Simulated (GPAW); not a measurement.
# Mo2C(OH)2 MXene monolayer in an electric field, part 2 of 2

Wanted: the out-of-plane polarisability of Mo2C(OH)2 MXene monolayer.

GPAW 26.7.0; GPAW, PAW setups; layer in a repeated cell with vacuum, relaxation of atoms and in-plane cell (the session's first sound run).

So far, dipole along the normal (e·Å): step 2 (relaxation) 6.6e-4; step 3 (the slab's potential) -1.4e-4; step 4 (field on) -0.131; step 5 (In a field) -0.0655.

## 7. Field on

Level of this step: GPAW, PAW setups; slab in vacuum (GPAW).

The input, run.py:

```python
import json
import numpy as np
from ase import Atoms
from gpaw import GPAW, PW
from gpaw.external import ConstantElectricField

slab = Atoms(
    ['H', 'O', 'Mo', 'C', 'Mo', 'O', 'H'],
    positions=[
        [0.00000, 1.87816, 7.00000],
        [0.00000, 1.87816, 7.97514],
        [1.62653, 0.93908, 9.29078],
        [-0.00000, -0.00000, 10.24979],
        [0.00000, 1.87816, 11.20881],
        [1.62653, 0.93908, 12.52445],
        [1.62653, 0.93908, 13.49959]],
    cell=[[3.25307, 0.0, 0.0], [-1.62653, 2.81724, 0.0], [0.0, 0.0, 20.4996]],
    pbc=[True, True, False])

slab.calc = GPAW(mode=PW(500), xc='PBE', kpts={'size': (12, 12, 1), 'gamma': True},
                 occupations={'name': 'fermi-dirac', 'width': 0.05}, nbands='160%',
                 convergence={'density': 1e-05}, maxiter=200,
                 poissonsolver={'dipolelayer': 'xy'},
                 external=ConstantElectricField(0.05, [0, 0, 1]),
                 symmetry={'tolerance': 1e-3}, txt='slab.txt')
result = {}
energy = slab.get_potential_energy()
fermi = slab.calc.get_fermi_level()
v = slab.calc.get_electrostatic_potential().mean((0, 1)) - fermi
n = slab.calc.get_pseudo_density().mean((0, 1))
L = slab.cell[2, 2]
z = np.arange(len(v)) * L / len(v)
low, high = slab.positions[:, 2].min(), slab.positions[:, 2].max()
below, above = np.interp([low - 4.8, high + 4.8], z, v)
slopes = [np.interp(x, z, np.gradient(v, z)) for x in (low - 4.8, high + 4.8)]
eps = np.array([[slab.calc.get_eigenvalues(k, s) for k in range(len(slab.calc.get_ibz_k_points()))]
                for s in range(slab.calc.get_number_of_spins())]) - fermi
top, bottom = eps[eps < 0].max(), eps[eps > 0].min()
dipole = slab.get_dipole_moment()[2]
print(f'energy {energy:.4f} eV, Fermi level {fermi:.4f} eV, dipole {dipole:.5f} e A')
print(f'potential 4.8 A off the faces, from the Fermi level: lower {below:.4f} eV, upper {above:.4f} eV')
print(f'slope of the potential there: lower {slopes[0]:.5f}, upper {slopes[1]:.5f} eV/A')
print(f'nearest levels on the mesh: {top:.4f} and {bottom:.4f} eV')
print('magnetic moment', round(slab.get_magnetic_moment(), 3))
result.update(energy=energy, fermi=fermi, dipole=dipole, below=below, above=above, slopes=slopes, edges=[top, bottom],
              z=z.tolist(), v=v.tolist(), n=n.tolist(), positions=slab.positions.tolist(),
              forces=slab.get_forces(apply_constraint=False).tolist(), moments=slab.get_magnetic_moments().tolist())
json.dump(result, open('result.json', 'w'))
```

Run with:

```
OMP_NUM_THREADS=1 OPENBLAS_NUM_THREADS=1 python run.py
```

Output:

```text
energy -52.3798 eV, Fermi level 2.2216 eV, dipole 0.03276 e A
potential 4.8 A off the faces, from the Fermi level: lower 2.2269 eV, upper 1.5827 eV
slope of the potential there: lower -0.01045, upper 0.00617 eV/A
nearest levels on the mesh: -0.0037 and 0.0143 eV
magnetic moment 0.0
```

It took 7.6 min on 1 thread of Arm Neoverse V1, shared host; peak memory 0.6 GiB.

The electrostatic potential energy of an electron (without an applied field's), less the Fermi level, planar mean oscillates, so the rows of the table below give means over windows of 1.52 Å about each position, cut where the curve ends. Its maxima inside the range that stand out by 2 % of the span (Å: eV): 7.3: 0.158, 8.4: -5.58, 10.0: -13.5, 10.5: -13.5, 12.1: -5.77, 13.2: -0.164. Its minima: 7.0: -0.751, 8.0: -9.34, 9.3: -22.5, 10.2: -15.2, 11.2: -22.6, 12.5: -9.58, 13.5: -1.11.

Electrostatic potential energy of an electron (without an applied field's), less the Fermi level, planar mean against z; means over each step:

| z (Å) | electrostatic potential energy of an electron (without an applied field's), less the Fermi level, planar mean (eV) |
| --- | --- |
| 0.76 | 2.19 |
| 2.28 | 2.22 |
| 3.80 | 2.17 |
| 5.32 | 1.86 |
| 6.84 | 0.151 |
| 8.36 | -9.02 |
| 9.88 | -16.7 |
| 11.40 | -15.2 |
| 12.92 | -3.87 |
| 14.44 | 0.798 |
| 15.96 | 1.48 |
| 17.48 | 1.57 |
| 19.00 | 1.59 |

## 8. Field on

run.py, as its differences from that of step 7:

```diff
@@ -23,3 +23,3 @@
                  poissonsolver={'dipolelayer': 'xy'},
-                 external=ConstantElectricField(0.05, [0, 0, 1]),
+                 external=ConstantElectricField(0.1, [0, 0, 1]),
                  symmetry={'tolerance': 1e-3}, txt='slab.txt')
```

Output:

```text
energy -52.3823 eV, Fermi level 2.2153 eV, dipole 0.06552 e A
potential 4.8 A off the faces, from the Fermi level: lower 2.5627 eV, upper 1.2747 eV
slope of the potential there: lower -0.01362, upper 0.00484 eV/A
nearest levels on the mesh: -0.0059 and 0.0141 eV
magnetic moment 0.0
```

The job ended after 8.3 min (1 thread; peak memory 0.58 GiB).

The dipole is now 0.0655 e Å, against -1.4e-4 in the run without a field.

## 9. Field on

run.py, as its differences from that of step 8:

```diff
@@ -23,3 +23,3 @@
                  poissonsolver={'dipolelayer': 'xy'},
-                 external=ConstantElectricField(0.1, [0, 0, 1]),
+                 external=ConstantElectricField(0.2, [0, 0, 1]),
                  symmetry={'tolerance': 1e-3}, txt='slab.txt')
```

Output:

```text
energy -52.3924 eV, Fermi level 2.1898 eV, dipole 0.13067 e A
potential 4.8 A off the faces, from the Fermi level: lower 3.2581 eV, upper 0.6908 eV
slope of the potential there: lower -0.02273, upper 0.00334 eV/A
nearest levels on the mesh: -0.0138 and 0.0133 eV
magnetic moment 0.0
```

Run time: 8.3 min. Hardware: 1 thread; peak memory 0.6 GiB.

The electrostatic potential energy of an electron (without an applied field's), less the Fermi level, planar mean oscillates, so the rows of the table below give means over windows of 0.5 Å about each position, cut where the curve ends. Its maxima inside the range that stand out by 2 % of the span (Å: eV): 0.47: 3.27, 7.31: 0.636, 8.35: -5.28, 9.97: -13.5, 10.53: -13.6, 12.05: -6.06, 13.19: -0.648. Its minima: 7.02: -0.221, 7.97: -8.98, 9.30: -22.4, 10.25: -15.2, 11.20: -22.8, 12.53: -9.95, 13.48: -1.65.

Electrostatic potential energy of an electron (without an applied field's), less the Fermi level, planar mean against z; means over each step:

| z (Å) | electrostatic potential energy of an electron (without an applied field's), less the Fermi level, planar mean (eV) |
| --- | --- |
| 0.0 | 2.46 |
| 0.5 | 3.19 |
| 1.0 | 3.27 |
| 1.5 | 3.27 |
| 2.0 | 3.26 |
| 2.5 | 3.25 |
| 3.0 | 3.23 |
| 3.5 | 3.19 |
| 4.0 | 3.13 |
| 4.5 | 3.03 |
| 5.0 | 2.88 |
| 5.5 | 2.64 |
| 6.0 | 2.24 |
| 6.5 | 1.39 |
| 7.0 | 0.125 |
| 7.5 | -1.03 |
| 8.0 | -7.58 |
| 8.5 | -6.60 |
| 9.0 | -16.9 |
| 9.5 | -19.7 |
| 10.0 | -14.3 |
| 10.5 | -14.4 |
| 11.0 | -20.0 |
| 11.5 | -17.4 |
| 12.0 | -7.33 |
| 12.5 | -8.53 |
| 13.0 | -2.22 |
| 13.5 | -1.31 |
| 14.0 | -0.302 |
| 14.5 | 0.306 |
| 15.0 | 0.508 |
| 15.5 | 0.599 |
| 16.0 | 0.645 |
| 16.5 | 0.668 |
| 17.0 | 0.680 |
| 17.5 | 0.686 |
| 18.0 | 0.690 |
| 18.5 | 0.691 |
| 19.0 | 0.692 |
| 19.5 | 0.693 |
| 20.0 | 0.774 |

The dipole is now 0.131 e Å, against -1.4e-4 in the run without a field.

## 10. Field on

run.py, as its differences from that of step 9:

```diff
@@ -23,3 +23,3 @@
                  poissonsolver={'dipolelayer': 'xy'},
-                 external=ConstantElectricField(0.2, [0, 0, 1]),
+                 external=ConstantElectricField(0.3, [0, 0, 1]),
                  symmetry={'tolerance': 1e-3}, txt='slab.txt')
```

Output:

```text
energy -52.4091 eV, Fermi level 2.1486 eV, dipole 0.19550 e A
potential 4.8 A off the faces, from the Fermi level: lower 3.9837 eV, upper 0.1464 eV
slope of the potential there: lower -0.03694, upper 0.00305 eV/A
nearest levels on the mesh: -0.0227 and 0.0121 eV
magnetic moment 0.0
```

It took 8 min on 1 thread; peak memory 0.6 GiB.

The dipole is now 0.195 e Å, against -1.4e-4 in the run without a field.

## 11. The series

The members are put on one axis.

This step: induced dipole against applied field (GPAW 26.7.0).

The dipole along the normal by field:

| field (V/Å) | dipole along the normal (e·Å) |
| --- | --- |
| -0.200 | -0.131 |
| -0.100 | -0.0655 |
| -0.050 | -0.0328 |
| 0.000 | -1.4e-4 |
| 0.050 | 0.0328 |
| 0.100 | 0.0655 |
| 0.200 | 0.131 |
| 0.300 | 0.195 |

## 12. What came out

- work function, both faces: 1.90 eV
- dipole along the normal: -1.4e-4 e Å
- induced dipole per field: 0.653 e Å per V/Å
- out-of-plane polarisability per area, α/(ε0 A): 12.9 Å

In words: The field induces 0.653 e Å per V/Å, a polarisable thickness α/(ε0 A) of 12.9 Å beside 6.50 Å between the outermost nuclei. A perfect conductor would give the distance between its two image planes; a dielectric of thickness t gives t(1 - 1/ε). The induced dipole is linear in the field over this range. The starting lattice was a guess from atomic radii; the relaxation moved it by 8 %. The layer's cell and atoms come from the relaxation; spin-orbit coupling and temperature are left out.

[Logs are printed without paths, hosts, clocks, repeated set-up lines and the standing remarks that a program may print on its own settings, such as how far it seeks lower states.]

[Hosts, paths, dates, database ids (printed as entryN), source tags and the programs' standing remarks are cut or masked in the printed files.]
